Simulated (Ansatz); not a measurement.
## BaSrTi2O6 (perovskite [001] superlattice) (P4mm): band gap by G0W0 on PBEsol

Wanted: the gap of BaSrTi2O6 (perovskite [001] superlattice) (P4mm) with a many-body correction, and the time that it takes.

Main program and level: Ansatz 0.2.0; PBEsol, then G0W0 on it, plane waves, PAW.

The structure was built from a prototype and need not be the compound's stable phase.

## (1) The structure

Symmetry: P4mm, No. 99, tetragonal system. The conventional cell has a = 3.952 Å, b = 3.952 Å, c = 7.906 Å, α = 90.00°, β = 90.00°, γ = 90.00°. Sr has 12 O at 2.76 to 2.83 Å nearest. Nearest to O lie 2 Ti at 1.93 to 2.02 Å and 4 Sr at 2.79 Å. Nearest to Ti lie 6 O at 1.93 to 1.98 Å. Nearest to O lie 2 Ti at 1.98 Å and 2 Ba at 2.76 Å and 2 Sr at 2.76 Å. Ba has 12 O at 2.76 to 2.83 Å nearest. O has 2 Ti at 1.93 to 2.02 Å and 4 Ba at 2.79 Å nearest. It derives from SrTiO3. Farther neighbours and most contacts between anions are not listed.

The start is a generated structure, not a measured one. Spin-orbit coupling is left out unless a step names it.

The logs state that the PAW files were generated under PBE.

## (2) Relaxation

The structure is relaxed first.

This step: DFT, PBEsol, plane waves, PAW; PAW set soft_1.

File input.yaml:

```yaml
crystal:
  lattice:
    - [3.9525, 0.0, 0.0]
    - [0.0, 3.9525, 0.0]
    - [0.0, 0.0, 7.9061416825]
  atoms:
    - { symbol: Sr, position: [0.0, 0.0, 0.1280039937] }
    - { symbol: O, position: [0.5, 0.5, 0.1280039937] }
    - { symbol: Ti, position: [0.5, 0.5, 0.3719960063] }
    - { symbol: O, position: [0.5, 0.0, 0.3719960063] }
    - { symbol: O, position: [0.0, 0.5, 0.3719960063] }
    - { symbol: Ba, position: [0.0, 0.0, 0.6159880188] }
    - { symbol: O, position: [0.5, 0.5, 0.6159880188] }
    - { symbol: Ti, position: [0.5, 0.5, 0.8719960063] }
    - { symbol: O, position: [0.5, 0.0, 0.8719960063] }
    - { symbol: O, position: [0.0, 0.5, 0.8719960063] }
kpoints:
  mp_grid: { grid: [6, 6, 4] }
hamiltonian:
  xc: pbesol
  pseudopotentials: { kind: paw, azcp: { folder: soft_1 }, xc_functional: pbe }
scf:
  occupations: { method: fermi_dirac, width: 0.02 }
relax:
  f_tol: 0.015
  max_steps: 100
  cell: {}
output:
  write_density: true
  write_potential: true
  elf: true
  volumetric_format: npy
```

Run with:

```sh
$ ansatz run input.yaml --threads 3 --pin off --max-ram 92160MiB --backend cuda --events-out ev --progress --plain --runs-dir out --devices 1 --max-vram 13GiB
```

Numbers of over 12 decimals in the logs are rounded to 6 here.

Log:

```text
GPUs: using 1 of 1 available (devices: 1).
Engine: ansatz 0.2.0, x86_64-unknown-linux-gnu
Pseudopotentials: kind: paw
Pseudopotential: Sr, paw, valence charge 10, recommended cutoff 420 eV (normal), soft_1/Sr.paw.azcp
Pseudopotential: O, paw, valence charge 6, recommended cutoff 420 eV (normal), soft_1/O.paw.azcp
Pseudopotential: Ti, paw, valence charge 12, recommended cutoff 420 eV (normal), soft_1/Ti.paw.azcp
Pseudopotential: Ba, paw, valence charge 10, recommended cutoff 420 eV (normal), soft_1/Ba.paw.azcp
Functional definition: PBEsol
  exchange = pbesol_x
  correlation = pbesol_c
device memory: the entry about to start is reckoned to put 2.1 GiB on a device that reports 36.3 GiB free (of which the cap on the GPU budget leaves the run 13.0 GiB)
GPU FFT provider: cuFFT
GPU libraries: cuBLAS 13.8.2, cuFFT 12.4.0, cuSOLVER 12.3.4
Crystal: 10 atoms, lattice volume = 123.512 Å³
Basis set: ecut = 420 eV, 2435 PW (Γ), exchange–correlation on 54×54×108 points (8 copies of the dense FFT grid, shifted against one another)
Bands: 50, of which v1, the nominal top of the filled ones, is band 40 counted from 1 (39 counted from 0)
Symmetry: 8 space group operations
Space group: P4mm (ITA 99), of the structure as read, at distance tolerance 5.0e-5 Å
k-points: 30 of 144 (time reversal used)
Non-local potential: Sr, projectors of the file, l = 0: 3, l = 1: 2, l = 2: 2
Non-local potential: O, projectors of the file, l = 0: 2, l = 1: 2, l = 2: 1
Non-local potential: Ti, projectors of the file, l = 0: 3, l = 1: 2, l = 2: 3, l = 3: 1
Non-local potential: Ba, projectors of the file, l = 0: 3, l = 1: 2, l = 2: 2, l = 3: 2
PAW form: soft (Blöchl's): semilocal exchange-correlation on the pseudo side does not see the compensation charge
PAW frozen core: Sr, regenerated for the run's functional, and the local potential with it (the file was generated under x = pbe(κ = 0.804, μ = 0.219515), c = pbe(β = 0.066725))
PAW frozen core: O, regenerated for the run's functional, and the local potential with it (the file was generated under x = pbe(κ = 0.804, μ = 0.219515), c = pbe(β = 0.066725))
PAW frozen core: Ti, regenerated for the run's functional, and the local potential with it (the file was generated under x = pbe(κ = 0.804, μ = 0.219515), c = pbe(β = 0.066725))
PAW frozen core: Ba, regenerated for the run's functional, and the local potential with it (the file was generated under x = pbe(κ = 0.804, μ = 0.219515), c = pbe(β = 0.066725))
PAW one-centre angular grid: Sr, 110 points (default); XC on 64 Gauss nodes
PAW one-centre angular grid: O, 110 points (default); XC on 64 Gauss nodes
PAW one-centre angular grid: Ti, 590 points (default); XC on 64 Gauss nodes
PAW one-centre angular grid: Ba, 194 points (default); XC on 64 Gauss nodes
Initial density: superposition of atomic densities (chi_scale 0.1, normalization cell, long waves kept (reshape's long-wave potential 0.04 eV rms))
Initial wavefunctions: pseudopotential atomic-orbital guess
GPU buffer pool allocated for 39366 grid points (all kernels)
GPU transforms: local potential and band sums: pruned to the plane-wave sphere, on 27×27×54
Functional: x = pbesol(κ = 0.804, μ = 0.123457), c = pbesol(β = 0.046)
SCF iter   1: F=—  HF=-17685.659490 eV  |F-HF|=—  |Δ(HF+E_count)|=         —  Δρ=5.57e-2  dr2=4.48e0  ethr=3.10e-3  ⟨swp⟩=11.6  Hψ=7458  notcnv=0
preconditioner: auto → Resta (q_TF=auto, 2.538 Å⁻¹)  ε∞=5.6  [insulator: Δε(μ)=1.751 eV  Ē_g=12.065 eV  σ=0.020 eV  W_gap=1.00  n_scr=38 (ndim 8)  ℏωp=25.9 eV  f_vac=0.000  D(μ)=0.00/eV (n_scr^D=0)  ε∞_Penn≈5.6]
SCF iter   2: F=—  HF=-17684.986107 eV  |F-HF|=—  |Δ(HF+E_count)|=   6.73e-1  Δρ=2.68e-2  dr2=1.40e0  ethr=3.10e-3  ⟨swp⟩=2.9  Hψ=2478  notcnv=0  defer=120
SCF iter   3: F=—  HF=-17684.777252 eV  |F-HF|=—  |Δ(HF+E_count)|=   2.09e-1  Δρ=7.81e-3  dr2=9.48e-2  ethr=1.75e-3  ⟨swp⟩=2.4  Hψ=2313  notcnv=0  defer=120
SCF iter   4: F=—  HF=-17684.764914 eV  |F-HF|=—  |Δ(HF+E_count)|=   1.23e-2  Δρ=2.17e-3  dr2=4.63e-3  ethr=1.19e-4  ⟨swp⟩=3.6  Hψ=3009  notcnv=0  defer=90
SCF iter   5: F=—  HF=-17684.766152 eV  |F-HF|=—  |Δ(HF+E_count)|=   1.24e-3  Δρ=3.66e-4  dr2=1.48e-4  ethr=5.79e-6  ⟨swp⟩=2.0  Hψ=2671  notcnv=0  defer=90
SCF iter   6: F=—  HF=-17684.766021 eV  |F-HF|=—  |Δ(HF+E_count)|=   1.31e-4  Δρ=1.22e-4  dr2=2.11e-5  ethr=1.84e-7  ⟨swp⟩=2.2  Hψ=2436  notcnv=0  defer=90
SCF iter   7: F=—  HF=-17684.766166 eV  |F-HF|=—  |Δ(HF+E_count)|=   1.44e-4  Δρ=4.71e-5  dr2=2.51e-6  ethr=2.64e-8  ⟨swp⟩=2.2  Hψ=2634  notcnv=0  defer=90
SCF iter   8: F=—  HF=-17684.766166 eV  |F-HF|=—  |Δ(HF+E_count)|=   2.83e-8  Δρ=1.27e-5  dr2=2.03e-7  ethr=3.13e-9  ⟨swp⟩=2.0  Hψ=2281  notcnv=0  defer=90
SCF iter   9: F=-17684.766166 eV  HF=-17684.766166 eV  |F-HF|=3.95e-9  |Δ(HF+E_count)|=   1.16e-9  Δρ=3.11e-6  dr2=9.90e-9  ethr=1.25e-10  ⟨swp⟩=10.0  Hψ=11123  notcnv=0
SCF 1 converged in 9 iterations: F = -17684.766166 eV  dr2 = 9.90e-9
  greatest PAW one-centre occupation: 0.998 electrons in one spin orbital (limit 2), on the Ti atom at site 7 (counted from 0), in its partial waves of l = 0
[...]
relax step  20: F+E_penalty+E_count = -17684.87791930 eV  Δ(F+E_penalty+E_count) = +2.245e-2 eV  max|allowed force component| = 2.272e-1 eV/Å  Δτ_max = 0.0492 Å  P = +0.472 GPa  Ω = 122.559 Å³  energy of the carried Pulay correction = -2.614e-3 eV  (6 SCF iters, dr2 threshold 1.90e-7 eV, rejected (line search))
relax step  21: F+E_penalty+E_count = -17684.89469445 eV  Δ(F+E_penalty+E_count) = +5.672e-3 eV  max|allowed force component| = 2.496e-1 eV/Å  Δτ_max = 0.0271 Å  P = +0.158 GPa  Ω = 122.383 Å³  energy of the carried Pulay correction = -2.169e-3 eV  (9 SCF iters, rejected (line search))
relax step  22: F+E_penalty+E_count = -17684.89989392 eV  Δ(F+E_penalty+E_count) = +4.727e-4 eV  max|allowed force component| = 4.343e-2 eV/Å  Δτ_max = 0.0096 Å  P = -0.215 GPa  Ω = 122.206 Å³  energy of the carried Pulay correction = -1.712e-3 eV  (9 SCF iters, accepted)
relax step  23: F+E_penalty+E_count = -17684.90055988 eV  Δ(F+E_penalty+E_count) = -6.660e-4 eV  max|allowed force component| = 1.738e-2 eV/Å  Δτ_max = 0.0027 Å  P = +0.058 GPa  Ω = 122.059 Å³  energy of the carried Pulay correction = -1.335e-3 eV  (6 SCF iters, dr2 threshold 4.35e-7 eV, accepted)
relax step  24: F+E_penalty+E_count = -17684.90041960 eV  Δ(F+E_penalty+E_count) = +1.403e-4 eV  max|allowed force component| = 2.702e-2 eV/Å  Δτ_max = 0.0028 Å  P = -0.001 GPa  Ω = 122.116 Å³  energy of the carried Pulay correction = -1.480e-3 eV  (6 SCF iters, dr2 threshold 1.89e-8 eV, accepted)
relax step  25: F+E_penalty+E_count = -17684.90041602 eV  Δ(F+E_penalty+E_count) = +3.574e-6 eV  max|allowed force component| = 5.148e-3 eV/Å  Δτ_max = 0.0012 Å  P = -0.014 GPa  Ω = 122.126 Å³  energy of the carried Pulay correction = -1.507e-3 eV  (6 SCF iters, accepted)
relax step  26: F+E_penalty+E_count = -17684.90192806 eV  Δ(F+E_penalty+E_count) = -1.512e-3 eV  max|allowed force component| = 5.647e-3 eV/Å  Δτ_max = 0.0000 Å  P = -0.001 GPa  Ω = 122.126 Å³  stress off target by 5.60e-2 GPa  SCF on the basis re-selected at this cell (its energy is not comparable with the rows above)  (6 SCF iters)
relax step  27: F+E_penalty+E_count = -17684.90189600 eV  Δ(F+E_penalty+E_count) = +3.206e-5 eV  max|allowed force component| = 4.459e-3 eV/Å  Δτ_max = 0.0012 Å  P = +0.004 GPa  Ω = 122.142 Å³  energy of the carried Pulay correction = -4.371e-5 eV  (6 SCF iters, dr2 threshold 7.84e-9 eV, accepted)
relax step  28: F+E_penalty+E_count = -17684.90194456 eV  Δ(F+E_penalty+E_count) = -4.855e-5 eV  max|allowed force component| = 4.453e-3 eV/Å  Δτ_max = 0.0000 Å  P = +0.004 GPa  Ω = 122.142 Å³  stress off target by 4.78e-3 GPa  SCF on the basis re-selected at this cell (its energy is not comparable with the rows above)  (6 SCF iters)
basis re-selected at this cell: Δ(F+E_penalty+E_count) = -4.855e-5 eV, ΔP = +0.000 GPa vs the last step (what re-selecting the basis moved, of the pressure what is left beyond the Pulay correction that the steps carried, after the strain that the cell walked since its last selection, with what the two solves' SCF thresholds leave and, on support functions, any second-order correction that the steps lacked; it is no m [...]
SCF converged after 6 iterations
Free energy (F): -17684.901945 eV
Harris-Foulkes:  -17684.901945 eV  (|F-HF|=0.00e0)
Internal energy: -17684.901945 eV  (E = F + TS)
E sigma→0 (E₀):  -17684.901945 eV
Fermi energy:    11.139104 eV
--- Per-component energies (eV) ---
  E_band       = -338.963867
  E_kinetic    = 1966.002810
  E_local      = -4621.492487  (includes V_loc(G=0)·N_el)
  E_nonlocal   = 761.650816
  E_hartree    = 1683.375016
  E_xc         = -1032.421778
  E_vxc        = -1127.840702  (∫ρ·V_xc dr)
  E_paw        = -10720.914648  (= ΣΔE_a)
  E_vpaw       = -684.038681  (= ΣTr[D̂ρ^β])
  E_aug_tail   = 0.004384  (compensation charges beyond the density's cutoff)
  E_ewald      = -5721.882340
  E_core_change = 0.776282  (= ΣΔE_core)
  E_smearing   = -0.000000  (= −TS)
  E_closure    = 0.000000  (closes the sum)
  Σ components = -17684.901945   (vs F -17684.901945, Δ=0.00e0)
--- Forces (eV/Å), atoms counted from 1 ---
  atom   1  Sr     0.00000000    -0.00000000    -0.00008433
  atom   2  O      0.00000000    -0.00000000     0.00172092
  atom   3  Ti     0.00000000    -0.00000000     0.00144966
  atom   4  O     -0.00000000     0.00000000    -0.00445427
  atom   5  O      0.00000000    -0.00000000    -0.00445427
  atom   6  Ba    -0.00000000    -0.00000000     0.00071952
  atom   7  O     -0.00000000    -0.00000000     0.00136530
  atom   8  Ti     0.00000000    -0.00000000    -0.00157469
  atom   9  O     -0.00000000     0.00000000     0.00264994
  atom  10  O      0.00000000    -0.00000000     0.00264994
  max |Σ_I F_I| component: 1.23e-5 eV/Å
--- Stress (GPa, compression-positive) ---
        0.004776       0.000000      -0.000000
        0.000000       0.004776       0.000000
       -0.000000       0.000000       0.001470
  P = ⅓ Tr σ = 0.0037 GPa (0.037 kbar)
--- Band table (eV; the first three rows and the last of 30) ---
  k-point 0: bands = [... 36 lower, 9.5035, 9.7843, 9.8209, 9.8209, 12.0619, 12.2174, 12.2972, 12.2972, ... 6 higher]
  k-point 1: bands = [... 36 lower, 9.5417, 9.5417, 9.7679, 9.7679, 12.0822, 12.1953, 12.5796, 12.5796, ... 6 higher]
  k-point 2: bands = [... 36 lower, 9.6196, 9.6196, 9.6756, 9.6756, 12.1190, 12.1567, 13.1303, 13.1303, ... 6 higher]
  k-point 29: bands = [... 36 lower, 9.6040, 9.6040, 10.1513, 10.1889, 14.2627, 14.2627, 14.3031, 14.3031, ... 6 higher]
--- Relaxed structure (25 steps of the walk, 23 accepted, 3 SCFs on fresh bases) ---
  F+E_penalty+E_count = -17684.90194456 eV   max|allowed force component| = 4.453e-3 eV/Å   (the final SCF, on the basis selected at the relaxed cell)
  cell:  # Å, volume = 122.1424 Å³
    - [3.924219, 0.0, 0]
    - [0.0, 3.924219, 0.0]
    - [0, 0.0, 7.931589]
  atoms:
    - { symbol: Sr, position: [0, 0.0, 0.128243] }
    - { symbol: O, position: [0.5, 0.5, 0.118122] }
    - { symbol: Ti, position: [0.5, 0.5, 0.376342] }
    - { symbol: O, position: [0.5, 0.0, 0.360020] }
    - { symbol: O, position: [0, 0.5, 0.360020] }
    - { symbol: Ba, position: [0, 0.0, 0.626080] }
    - { symbol: O, position: [0.5, 0.5, 0.613962] }
    - { symbol: Ti, position: [0.5, 0.5, 0.886394] }
    - { symbol: O, position: [0.5, 0.0, 0.875389] }
    - { symbol: O, position: [0, 0.5, 0.875389] }
```

Wall time 100 s (1 × NVIDIA H100 80GB HBM3 (shared by 6 runs) with 3 threads of AMD EPYC 7R13 (Zen 3), shared host); peak memory 1 GiB; 1.9 min of CPU time.

Step by step (22 of 28):

```csv
step,energy less that of the first step (eV),largest force component (eV/Å),pressure (GPa),volume (Å³)
1,0.0000,1.0226,-2.43,123.51
2,-0.0339,1.1380,0.12,121.56
4,-0.1299,0.0342,-0.05,121.56
5,-0.1301,0.0047,0.00,121.53
6*,-0.1258,0.0046,-0.06,121.53
7,-0.1260,0.0008,0.00,121.49
9,-0.1260,0.0003,0.00,121.49
10,-0.1260,0.0004,0.00,121.49
11,-0.1260,0.0007,0.00,121.49
13,-0.1259,0.0074,-0.01,121.49
14,-0.1259,0.0136,-0.01,121.50
15,-0.1259,0.0246,-0.02,121.51
16,-0.1260,0.0357,-0.03,121.52
18,-0.1273,0.0588,-0.11,121.61
19,-0.1342,0.0265,0.08,121.93
20,-0.1118,0.2272,0.47,122.56
22,-0.1337,0.0434,-0.22,122.21
23,-0.1344,0.0174,0.06,122.06
24,-0.1343,0.0270,0.00,122.12
25,-0.1342,0.0051,-0.01,122.13
27,-0.1357,0.0045,0.00,122.14
28*,-0.1358,0.0045,0.00,122.14
```

Relaxation steps marked * repeat the geometry before them on a plane-wave basis chosen anew for their cell, so energy and pressure can jump there. Other such steps can lie between the rows shown. Relaxation steps 20, 21 were tried and not accepted.

The run keeps the 8 symmetry operations that it works with, so distortions that break them were not tested.

```csv
"conventional cell, symmetrised",before,after,change
a (Å),3.952,3.924,-0.7 %
b (Å),3.952,3.924,-0.7 %
c (Å),7.906,7.932,+0.3 %
volume (Å³/atom),12.35,12.21,-1.1 %
```

The atoms that moved most (Å, as changes of fractional coordinates times the final cell):

```
atom     dx     dy      dz  length
 Ti8  0.000  0.000   0.114   0.114
  O4  0.000  0.000  -0.095   0.095
  O5  0.000  0.000  -0.095   0.095
 Ba6  0.000  0.000   0.080   0.080
  O2  0.000  0.000  -0.078   0.078
 Ti3  0.000  0.000   0.034   0.034
 O10  0.000  0.000   0.027   0.027
  O9  0.000  0.000   0.027   0.027
```

The program's warnings for this run: band table not solved further.

[end of part 1 of 3]

[Paths, hosts, dates, memory and timing lines, banners, echoed tables and standing remarks are left out of the program output.]

[Logs are printed without paths, hosts, clocks, repeated set-up lines and the standing remarks that a program may print on its own settings, such as how far it seeks lower states.]

[Runs of the session that timed out or met a known fault of the program may be left out.]

[Cells called generated may have been cut or substituted from an entry of the Crystallography Open Database or the Materials Project.]

[Hosts, paths, dates, database ids (printed as entryN), source tags and the programs' standing remarks are cut or masked in the printed files.]

[Where an RPA ε∞ is given, it is that of the G0W0 mesh and is not shown converged in it. Names of k-points follow the symmetry that the program found, which can be lower than the space group named. Band edges on a path are those of the sampled points; other points can move an edge, and change direct to indirect where valleys lie close.]

[Hybrid gaps are those of their k-mesh and are not shown converged in it.]
